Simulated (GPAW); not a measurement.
# Core-hole calculation of the Cu K edge in ZrCuSiP (P4/nmm), part 2 of 2

Aim: the near-edge shape at the Cu K edge of ZrCuSiP (P4/nmm), and what the core hole does to it.

GPAW 26.7.0; X-ray absorption from dipole matrix elements to empty bands, plane-wave PAW LDA.

So far. Step 2 (Ground state of the crystal): The mesh shows no gap, so the system is treated as a metal and the core electron is put at the Fermi level (neutral cell). Step 3 (Spectrum without a core hole, Cu atom 3): Main maxima below 30 eV (height): 7.4 eV (1.39), 20.0 eV (1.46) and 27.8 eV (1.56). A K edge sees empty p states on the absorber.

### Step 5. Spectrum with XCH, Cu atom 3

The holes are 5.1 Å apart. In GPAW the data set carries the hole's charge, so charge=0 means a charged cell and charge=-1 a neutral one. The excited electron is kept in the cell, where it fills the lowest empty states and screens the hole. After the field has converged, empty bands are computed with the density fixed and the dipole matrix elements are summed.

Input file xas.py:

```python
import numpy as np
from ase import Atoms
from ase.parallel import parprint, paropen
from gpaw import GPAW, PW, FermiDirac, Mixer, MixerDif, setup_paths
from gpaw.test import gen
setup_paths.insert(0, '.')
gen('Cu', name='fch1s', xcname='LDA', corehole=(1, 0, 1), write_xml=True)
from gpaw.mpi import world
world.barrier()

atoms = Atoms('Zr4Cu4P4Si4',
    cell=[[-3.593484, 3.593484, 0],
     [-3.593484, -3.593484, 0],
     [3.593484, 0, 9.526377]],
    scaled_positions=[[0.8643085, 0.8643085, 0.228617],
     [0.3643085, 0.3643085, 0.228617],
     [0.6356915, 0.1356915, 0.771383],
     [0.1356915, 0.6356915, 0.771383],
     [0.25, 0.25, 0.5],
     [0.75, 0.75, 0.5],
     [0.25, 0.75, 0.5],
     [0.75, 0.25, 0.5],
     [0.0859065, 0.0859065, 0.671813],
     [0.5859065, 0.5859065, 0.671813],
     [0.4140935, 0.9140935, 0.328187],
     [0.9140935, 0.4140935, 0.328187],
     [0, 0, 0],
     [0.5, 0.5, 0],
     [0, 0.5, 0],
     [0.5, 0, 0]],
    pbc=True)
atoms.calc = calc = GPAW(legacy_gpaw=True, mode=PW(430, force_complex_dtype=True), xc='LDA', setups={4: 'fch1s'},
    kpts={'size': (5, 5, 5), 'gamma': True}, occupations=FermiDirac(0.1),
    charge=-1, mixer=Mixer(0.1, 5, 50), maxiter=150,
    convergence={'density': 0.0001, 'eigenstates': 1e-6}, txt='scf.txt')
energy = atoms.get_potential_energy() + calc.get_reference_energy()
ef = calc.get_fermi_level()
out = dict(energy=energy, fermi=ef, forces=atoms.get_forces().tolist())
parprint(f'all-electron energy {energy:.4f} eV, Fermi level {ef:.4f} eV')
ev = np.array([[calc.get_eigenvalues(k, s) for k in range(len(calc.get_ibz_k_points()))] for s in range(calc.get_number_of_spins())])
out['homo'], out['lumo'], out['counts'] = ev[ev < ef].max(), ev[ev > ef].min(), sorted(set((ev < ef).sum((0, 2)).tolist()))
out['filled'] = (ev[:, 0] < ef).sum(1).tolist()

from ase.units import Ha
from gpaw.xas import dipole_matrix_elements
nb = int(calc.get_number_of_electrons() / 2) + 169
top, nb = nb, nb + 8 + nb // 12
nscf = calc.fixed_density(kpts={'size': (5, 5, 5), 'gamma': True}, nbands=nb,
    convergence={'bands': top, 'eigenstates': 5e-3}, maxiter=60, txt='nscf.txt')
cell = atoms.cell.array
ops = [cell.T @ U.T @ np.linalg.inv(cell.T) for U in nscf.wfs.kd.symmetry.op_scc]
E = np.arange(-6, 34, 0.1)
fwhm = np.interp(E, [4, 25], [1.55, 3.5])
Y, X, zero, highest = 0, 0, 1e9, 1e9
for spin in range(nscf.get_number_of_spins()):
    wfs = nscf.wfs
    mine = wfs.bd.get_slice()  # this rank's bands
    A = dipole_matrix_elements(wfs.setups[4])
    eps = np.zeros((wfs.kd.nibzkpts, nb))
    d = np.zeros((3, A.shape[1], wfs.kd.nibzkpts, nb), complex)
    for kpt in wfs.kpt_u:
        if kpt.s == spin and 4 in kpt.P_ani:
            eps[kpt.k, mine] = kpt.eps_n * Ha
            d[:, :, kpt.k, mine] = (kpt.weight * wfs.nspins / 2) ** 0.5 * np.inner(A, kpt.P_ani[4])
    world.sum(eps)
    world.sum(d)
    T = np.einsum('amkn,bmkn->abkn', d, d.conj()).real
    T = sum(np.einsum('ai,ijkn,bj->abkn', R, T, R) for R in ops) / len(ops)
    empty = eps > ef
    zero, highest = min(zero, eps[empty].min()), min(highest, eps[:, top - 1].min())
    lines = [(eps, T, empty)] if spin == 0 else lines + [(eps, T, empty)]
for eps, T, empty in lines:
    f = np.einsum('aakn->akn', T).reshape(3, -1)
    x = eps.ravel() - zero
    w = np.interp(x, E, fwhm) / 2.35482
    g = np.exp(-0.5 * ((E[:, None] - x) / w) ** 2) / (w * (2 * np.pi) ** 0.5)
    Y = Y + (f * empty.ravel()) @ g.T
    X = X + (f * ~empty.ravel()) @ g.T
out.update(E=E.round(2).tolist(), xas=Y.tolist(), xes=X.tolist(), zero=zero, valid=highest - zero, nk=len(eps), nb=nb)
for i in range(0, len(E), 10):
    parprint(f'{E[i]:7.2f}', *(f'{v:10.3e}' for v in Y[:, i]))
import json
with paropen('out.json', 'w') as f:
    json.dump(out, f)
```

On the command line:

```console
$ OMP_NUM_THREADS=1 mpirun -n 4 gpaw python xas.py
```

Numbers of over 12 decimals in the logs are rounded to 6 here.

Output:

```text
Input parameters:
  charge: -1
  convergence: {density: 0.0001,
                eigenstates: 1e-06}
  kpts: {gamma: True,
         size: (5, 5, 5)}
  maxiter: 150
  mixer: {backend: pulay,
          beta: 0.1,
          method: separate,
          nmaxold: 5,
          weight: 50}
  mode: {ecut: 430.0,
         force_complex_dtype: True,
         name: pw}
  occupations: {fixmagmom: False,
                name: fermi-dirac,
                width: 0.1}
  setups: {4: fch1s}

Initialize ...

[... PAW data sets ...]

Reference energy: -630477.018188  # eV

Spin-paired calculation

[... convergence settings ...]
Symmetries present (total): 4
  [... symmetry matrices ...]

125 k-points: 5 x 5 x 5 Monkhorst-Pack grid
27 k-points in the irreducible part of the Brillouin zone
       k-points in crystal coordinates                weights
   0:     0.00000000    0.00000000    0.00000000          1/125
   1:     0.00000000    0.00000000    0.20000000          2/125
   2:     0.00000000    0.00000000    0.40000000          2/125
   3:     0.20000000   -0.20000000    0.00000000          2/125
   4:     0.20000000   -0.20000000    0.20000000          4/125
   5:     0.20000000   -0.20000000    0.40000000          4/125
   6:     0.20000000    0.00000000    0.00000000          8/125
   7:     0.20000000    0.00000000    0.20000000          8/125
   8:     0.20000000    0.00000000    0.40000000          4/125
   9:     0.20000000    0.20000000   -0.20000000          2/125
          ...
  26:     0.40000000    0.40000000    0.40000000          4/125

Wave functions: Plane wave expansion
  Cutoff energy: 430.000 eV
  Number of coefficients (min, max): 4949, 5010
  Pulay-stress correction: 0.000000 eV/Ang^3 (de/decut=0.000000)
  Using FFTW library
  Wavefunction extrapolation:
    Improved wavefunction reuse through dual PAW basis

Occupation numbers: Fermi-Dirac:
  width: 0.1000  # eV

Eigensolver
   Davidson(niter=2)

Densities:
  Coarse grid: 49*49*49 grid
  Fine grid: 98*98*98 grid
  Total Charge: 0.000000

Density mixing:
  Method: separate
  Backend: pulay
  Linear mixing parameter: 0.1
  old densities: 5
  Width of damping distribution: 1.1
  Damping of long wavelength oscillations: 50

[... Hamiltonian set-up ...]
Number of atoms: 16
Number of atomic orbitals: 120
Number of bands in calculation: 82
Number of valence electrons: 129
Bands to converge: occupied

... initialized

Initializing position-dependent things.

Density initialized from atomic densities
Creating initial wave functions:
  82 bands from LCAO basis set

                       Zr

                 P  Zr    P
                  Cu
             Cu      Cu
              P Cu

        Zr P     Zr

                  Si
             Si      Si
                Si

Atomic positions and initial magnetic moments

Positions:
   0 Zr    -5.390226    0.000000    2.177892    ( 0.0000,  0.0000,  0.0000)
   1 Zr    -1.796742    0.000000    2.177892    ( 0.0000,  0.0000,  0.0000)
   2 Zr     0.000000    1.796742    7.348485    ( 0.0000,  0.0000,  0.0000)
   3 Zr     0.000000   -1.796742    7.348485    ( 0.0000,  0.0000,  0.0000)
   4 Cu     0.000000    0.000000    4.763189    ( 0.0000,  0.0000,  0.0000)
   5 Cu    -3.593484    0.000000    4.763189    ( 0.0000,  0.0000,  0.0000)
   6 Cu    -1.796742   -1.796742    4.763189    ( 0.0000,  0.0000,  0.0000)
[...]
13 Si    -3.593484    0.000000    0.000000    ( 0.0000,  0.0000,  0.0000)
  14 Si    -1.796742   -1.796742    0.000000    ( 0.0000,  0.0000,  0.0000)
  15 Si    -1.796742    1.796742    0.000000    ( 0.0000,  0.0000,  0.0000)

Unit cell:
           periodic     x           y           z      points  spacing
  1. axis:    yes   -3.593484    3.593484    0.000000    49     0.1002
  2. axis:    yes   -3.593484   -3.593484    0.000000    49     0.1002
  3. axis:    yes    3.593484    0.000000    9.526377    49     0.1944

  Lengths:   5.081954   5.081954  10.181600
  Angles:  104.451806 104.451806  90.000000

Effective grid spacing dv^(1/3) = 0.1279

iter:   1  -126.860595
iter:   2  -121.231880   -0.62  -1.16
iter:   3  -118.877333   -0.78  -1.25
iter:   4  -118.660014   -1.89  -1.44
iter:   5  -118.575229   -1.66  -1.50
iter:   6  -118.600332   -1.46  -1.67
iter:   7  -118.389180   -2.18  -1.95
iter:   8  -118.374961   -3.39  -2.43
iter:   9  -118.372066c  -3.31  -2.54
iter:  10  -118.368230c  -3.80  -2.85
iter:  11  -118.367995c  -4.23  -3.21
iter:  12  -118.367535c  -4.33  -3.27
iter:  13  -118.367556c  -5.27  -3.48
iter:  14  -118.367449c  -5.62  -3.59
iter:  15  -118.367385c  -6.03c -3.71
iter:  16  -118.367411c  -5.65  -3.83
iter:  17  -118.367387c  -6.85c -4.34c

Converged after 17 iterations.

Dipole moment: (0.277026, 0.000000, 0.000000) |e|*Ang

Energy contributions relative to reference atoms: (reference = -630477.018188)

Kinetic:        +28.811408
Potential:      -32.985356
External:        +0.000000
XC:            -115.530988
Entropy (-ST):   -0.164455
Local:           +1.419775
SIC:             +0.000000
--------------------------
Free energy:   -118.449615
Extrapolated:  -118.367387

Showing only first 2 kpts
 Kpt  Band  Eigenvalues  Occupancy
  0    62      8.96573    1.99977
  0    63      8.96573    1.99977
  0    64     10.28441    0.03184
  0    65     10.28441    0.03184

  1    62      9.02260    1.99959
  1    63      9.02260    1.99959
  1    64     10.39399    0.01076
[...]
Fermi level: 9.87201

No gap
No difference between direct/indirect transitions

Forces in eV/Ang:
  0 Zr    0.05761    0.00000   -0.08907
  1 Zr   -0.05761    0.00000   -0.08907
  2 Zr    0.00000    0.05761    0.08907
  3 Zr    0.00000   -0.05761    0.08907
  4 Cu    0.00000    0.00000   -0.00000
  5 Cu    0.00000    0.00000   -0.00000
  6 Cu    0.00000    0.00000    0.00000
[...]
13 Si    0.00000    0.00000    0.04228
 14 Si    0.00000    0.00000    0.00000
 15 Si    0.00000    0.00000    0.00000
Scalar-relativistic atomic LDA calculation for Cu (Copper, Z=29)
Core hole in 1s state (1s occupation: 1.0)
600 radial gridpoints.
|------------------------------------------------|
|------------------------------------------------|
[... the atom generator's iteration count ...]

Energy contributions:
-------------------------
Kinetic:    +1336.692400
XC:           -57.131451
Potential:  -2600.779951
-------------------------
Total:      -1321.219003

state      eigenvalue         ekin         rmax
-----------------------------------------------
1s^1.0 :  -337.058981   426.036309        0.034
2s^2.0 :   -41.859242    83.018235        0.193
2p^6.0 :   -37.118937    82.366106        0.153
3s^2.0 :    -4.941495    18.413630        0.596
3p^6.0 :    -3.402187    16.582998        0.594
3d^10.0:    -0.747943    11.230631        0.562
4s^1.0 :    -0.517664     1.791433        2.006
4p^0.0 :    -0.294182     1.077284        2.520
-----------------------------------------------
(units: Bohr and Hartree)

Generating PAW setup
Kinetic energy of the core from tauc = 1233.538363194992
Cutoffs:
rc(s)=2.200
rc(p)=2.200
rc(d)=2.000
rc(vbar)=1.800
rc(comp)=2.000
rc(nct)=2.200

Kinetic energy of the core states: 1222.594660
Charge: 1.0
Core electrons: 17.0
Valence electrons: 11.0
Pseudo-core charge: 0.267927
Shape function alpha=2.500
Pseudo-electron charge 3.306954
state    eigenvalue         norm
--------------------------------
4s(1) :    -0.517664     1.110086
*s    :     0.482336
4p(0) :    -0.294182     1.012069
*p    :     0.705818
3d(10):    -0.747943     0.192894
*d    :     0.252057
--------------------------------

Diagonalizing with gridspacing h=0.050

state   all-electron     PAW
-------------------------------
4s:      -0.517664    -0.517809
4p:      -0.294182    -0.294289
3d:      -0.747943    -0.748405
*f:                   -0.018700
-------------------------------
<dir> UserWarning: Initial realspace grid (25,25,49) inconsistent with symmetries.
  warnings.warn(
<dir> UserWarning: Using symmetrized grid: (49,49,49).

  warnings.warn('Using symmetrized grid: ({},{},{}).\n'.format(*N_c))
<dir> UserWarning: Initial realspace grid (25,25,49) inconsistent with symmetries.
  warnings.warn(
<dir> UserWarning: Initial realspace grid (25,25,49) inconsistent with symmetries.
  warnings.warn(
<dir> UserWarning: Using symmetrized grid: (49,49,49).

  warnings.warn('Using symmetrized grid: ({},{},{}).\n'.format(*N_c))
<dir> UserWarning: Using symmetrized grid: (49,49,49).

  warnings.warn('Using symmetrized grid: ({},{},{}).\n'.format(*N_c))
<dir> UserWarning: Initial realspace grid (25,25,49) inconsistent with symmetries.
  warnings.warn(
<dir> UserWarning: Using symmetrized grid: (49,49,49).

  warnings.warn('Using symmetrized grid: ({},{},{}).\n'.format(*N_c))
all-electron energy -630595.3856 eV, Fermi level 9.8720 eV
[...]
31.00  1.408e-07  1.408e-07  1.141e-07
  32.00  1.242e-07  1.242e-07  1.104e-07
  33.00  1.237e-07  1.237e-07  1.145e-07
```

The job ended after 9.5 min (4 MPI ranks of Intel Xeon Platinum 8488C (Sapphire Rapids), shared host; peak memory 0.83 GiB).

The Cu K spectrum, Cu atom 3, excited-electron core hole (neutral cell) (energy from the lowest empty level; intensity scaled to a mean of 1 over the first 20 eV; polarised curves are means over the symmetry-equivalent atoms):

```csv
E (eV),isotropic,ε ⊥ c,ε ∥ c
-2.0,0.00,0.00,0.00
-1.5,0.00,0.00,0.01
-1.0,0.02,0.01,0.04
-0.5,0.07,0.05,0.10
0.0,0.15,0.13,0.18
0.5,0.23,0.24,0.22
1.0,0.33,0.36,0.26
1.5,0.42,0.45,0.36
2.0,0.45,0.45,0.43
2.5,0.43,0.43,0.44
3.0,0.49,0.51,0.44
3.5,0.63,0.70,0.49
4.0,0.77,0.87,0.57
4.5,0.87,0.96,0.67
5.0,0.98,1.05,0.85
5.5,1.18,1.18,1.18
6.0,1.39,1.29,1.58
6.5,1.46,1.27,1.82
7.0,1.38,1.17,1.81
7.5,1.26,1.08,1.62
8.0,1.16,1.04,1.40
8.5,1.10,1.04,1.23
9.0,1.05,1.03,1.10
9.5,1.02,1.00,1.05
10.0,0.99,0.95,1.07
10.5,0.98,0.90,1.15
11.0,1.00,0.90,1.19
11.5,1.00,0.93,1.15
12.0,1.01,0.99,1.04
12.5,1.01,1.06,0.92
13.0,1.04,1.14,0.83
13.5,1.08,1.22,0.78
14.0,1.11,1.29,0.76
14.5,1.15,1.34,0.76
15.0,1.17,1.36,0.80
15.5,1.18,1.34,0.87
16.0,1.19,1.29,0.97
16.5,1.18,1.23,1.09
17.0,1.19,1.19,1.20
17.5,1.21,1.18,1.28
18.0,1.24,1.20,1.33
18.5,1.27,1.24,1.34
19.0,1.28,1.27,1.31
19.5,1.27,1.27,1.27
20.0,1.24,1.25,1.22
20.5,1.19,1.20,1.18
21.0,1.14,1.13,1.16
21.5,1.09,1.06,1.15
22.0,1.06,1.00,1.16
22.5,1.04,0.97,1.17
23.0,1.04,0.96,1.19
23.5,1.06,0.97,1.23
24.0,1.09,1.00,1.28
24.5,1.14,1.04,1.35
25.0,1.20,1.09,1.41
25.5,1.25,1.14,1.46
26.0,1.28,1.18,1.49
26.5,1.30,1.21,1.48
27.0,1.30,1.24,1.43
27.5,1.27,1.24,1.33
28.0,1.22,1.23,1.21
28.5,1.16,1.20,1.08
29.0,1.08,1.14,0.96
29.5,1.00,1.07,0.85
30.0,0.92,0.99,0.77
30.5,0.84,0.91,0.71
31.0,0.78,0.83,0.67
```

Main maxima below 30 eV (height): 6.4 eV (1.46), 19.0 eV (1.28) and 26.6 eV (1.30). 

The total-energy difference is 8992.33 eV. One term is added: -29.79 eV, since the hole is spin-paired here and a spin-polarised one costs that much less in the free atom (computed apart). The photon energy is then 8962.53 eV. The tabulated edge of the element is 8979 eV. The functional leaves an error in such absolute values: in the free atom LDA prices this hole 18.3 eV below PBE (computed apart), and PBE is itself good to a few eV.

### Step 6. Spectrum with FCH, Cu atom 3

The holes are 5.1 Å apart. In GPAW the data set carries the hole's charge, so charge=0 means a charged cell and charge=-1 a neutral one. The excited electron is left out and a uniform background balances the charge. After the field has converged, empty bands are computed with the density fixed and the dipole matrix elements are summed.

Changed against the first core-hole run: core hole to FCH.

xas.py: that of step 5 with these lines changed.

```diff
@@ -33,3 +33,3 @@
     kpts={'size': (5, 5, 5), 'gamma': True}, occupations=FermiDirac(0.1),
-    charge=-1, mixer=Mixer(0.1, 5, 50), maxiter=150,
+    charge=0, mixer=Mixer(0.1, 5, 50), maxiter=150,
     convergence={'density': 0.0001, 'eigenstates': 1e-6}, txt='scf.txt')
```

Output:

```text
Input parameters:
  convergence: {density: 0.0001,
                eigenstates: 1e-06}
  kpts: {gamma: True,
         size: (5, 5, 5)}
  maxiter: 150
  mixer: {backend: pulay,
          beta: 0.1,
          method: separate,
          nmaxold: 5,
          weight: 50}
  mode: {ecut: 430.0,
         force_complex_dtype: True,
         name: pw}
  occupations: {fixmagmom: False,
                name: fermi-dirac,
[...]
warnings.warn('Using symmetrized grid: ({},{},{}).\n'.format(*N_c))
<dir> UserWarning: Initial realspace grid (25,25,49) inconsistent with symmetries.
  warnings.warn(
<dir> UserWarning: Using symmetrized grid: (49,49,49).

  warnings.warn('Using symmetrized grid: ({},{},{}).\n'.format(*N_c))
all-electron energy -630605.1831 eV, Fermi level 9.5570 eV
[...]
32.00  1.259e-07  1.259e-07  1.107e-07
  33.00  1.225e-07  1.225e-07  1.137e-07
[key lines of the parts left out:]
Converged after 16 iterations.
Dipole moment: (0.290242, 0.000000, -0.000000) |e|*Ang
Free energy:   -128.196980
Fermi level: 9.55701
```

Wall time 8 min (4 MPI ranks); peak memory 0.84 GiB; 32 min of CPU time.

```csv
E (eV),first run,this run
-2.0,0.00,0.00
-1.0,0.02,0.02
0.0,0.15,0.14
1.0,0.33,0.30
2.0,0.45,0.44
3.0,0.49,0.46
4.0,0.77,0.73
5.0,0.98,0.94
6.0,1.39,1.34
7.0,1.38,1.44
8.0,1.16,1.21
9.0,1.05,1.08
10.0,0.99,1.01
11.0,1.00,1.00
12.0,1.01,1.01
13.0,1.04,1.04
14.0,1.11,1.11
15.0,1.17,1.18
16.0,1.19,1.20
17.0,1.19,1.20
18.0,1.24,1.25
19.0,1.28,1.29
20.0,1.24,1.27
21.0,1.14,1.17
22.0,1.06,1.08
23.0,1.04,1.05
24.0,1.09,1.09
25.0,1.20,1.19
26.0,1.28,1.29
27.0,1.30,1.32
28.0,1.22,1.26
29.0,1.08,1.12
30.0,0.92,0.95
31.0,0.78,0.81
```

Against the first run the r.m.s. difference is 2 %. The highest intensity below 24 eV goes from 6.4 eV (1.46) to 6.6 eV (1.47).

The photon energy of the zero moves by -0.05 eV.

### Step 7. With and without the hole

Both curves are counted from their own zero, so only the shift of weight within the empty states shows.

```csv
E (eV),no hole,XCH
-2.0,0.00,0.00
-1.0,0.01,0.02
0.0,0.12,0.15
1.0,0.26,0.33
2.0,0.38,0.45
3.0,0.39,0.49
4.0,0.55,0.77
5.0,0.75,0.98
6.0,1.05,1.39
7.0,1.35,1.38
8.0,1.34,1.16
9.0,1.17,1.05
10.0,1.08,0.99
11.0,1.03,1.00
12.0,1.07,1.01
13.0,1.10,1.04
14.0,1.11,1.11
15.0,1.20,1.17
16.0,1.29,1.19
17.0,1.31,1.19
18.0,1.32,1.24
19.0,1.40,1.28
20.0,1.46,1.24
21.0,1.38,1.14
22.0,1.24,1.06
23.0,1.17,1.04
24.0,1.19,1.09
25.0,1.28,1.20
26.0,1.41,1.28
27.0,1.52,1.30
28.0,1.56,1.22
29.0,1.46,1.08
30.0,1.27,0.92
31.0,1.05,0.78
```

With each curve scaled to its own mean, the area from −2 to 6 eV with the hole is 3.9 against 2.9, and the centre of weight from −1 to 20 eV moves by -0.5 eV: the hole pulls the absorber's empty states down.

### Step 8. What came out

```yaml
absorber_and_edge: Cu K, atom 3 of the ground-state input (counted from 1)
surroundings: 4 P at 2.43 Å and 4 Cu at 2.54 Å (8-fold, site symmetry -4m2)
highest_intensity_below_24_ev: 6.4 eV above the zero, height 1.46
photon_energy_of_the_zero_with_the_added_terms: 8962.5 eV (raw 8992.3 eV; LDA puts this hole about 18 eV below PBE, itself good to a few eV)
```

What this shows: The Cu K edge of atom 3, with 4 P at 2.43 Å and 4 Cu at 2.54 Å (8-fold, site symmetry -4m2), has its highest intensity of the first 24 eV at 6.4 eV above the zero, near 8969 eV in photon energy (LDA puts this hole about 18 eV below PBE, itself good to a few eV), 1.5 times the mean level of the first 20 eV (Gaussian full width 1.55 eV up to 4 eV, rising linearly to 3.5 eV at 25 eV). With each curve scaled to its own mean, the area from −2 to 6 eV with the hole is 3.9 against 2.9, and the centre of weight from −1 to 20 eV moves by -0.5 eV: the hole pulls the absorber's empty states down. Changing the core hole to FCH alters the shape by 2 % r.m.s., so the result is insensitive to this choice. At the Cu K edge of atom 3 polarisation matters most near 7.0 eV, where the curves differ by 0.6 on this scale. The script folds with a Gaussian, whereas the core hole's own line is a Lorentzian, so the onset is too steep and the first peak too high. The holes are only 5.1 Å apart, so the shape is probably not converged with cell size; no larger cell was run here. Lifetime broadening is put in by hand, and intensities beyond about 20 eV depend on it and on the partial waves. The structure is a computed Materials Project entry and may be a hypothetical form.

[Banner, clock and machine lines of the logs are left out without a mark of their own.]

[Logs are printed without paths, hosts, clocks, repeated set-up lines and the standing remarks that a program may print on its own settings, such as how far it seeks lower states.]

[Hosts, paths, dates, database ids (printed as entryN), source tags and the programs' standing remarks are cut or masked in the printed files.]

[Lists of maxima count a maximum above −3 eV only where it reaches 4 % of the highest in the window and stands out from its surroundings by 2 % of it (1.5 % where it reaches 55 %); shoulders and weaker maxima are passed over, and of the rest the first, up to two pre-edge ones and the few strongest are named.]
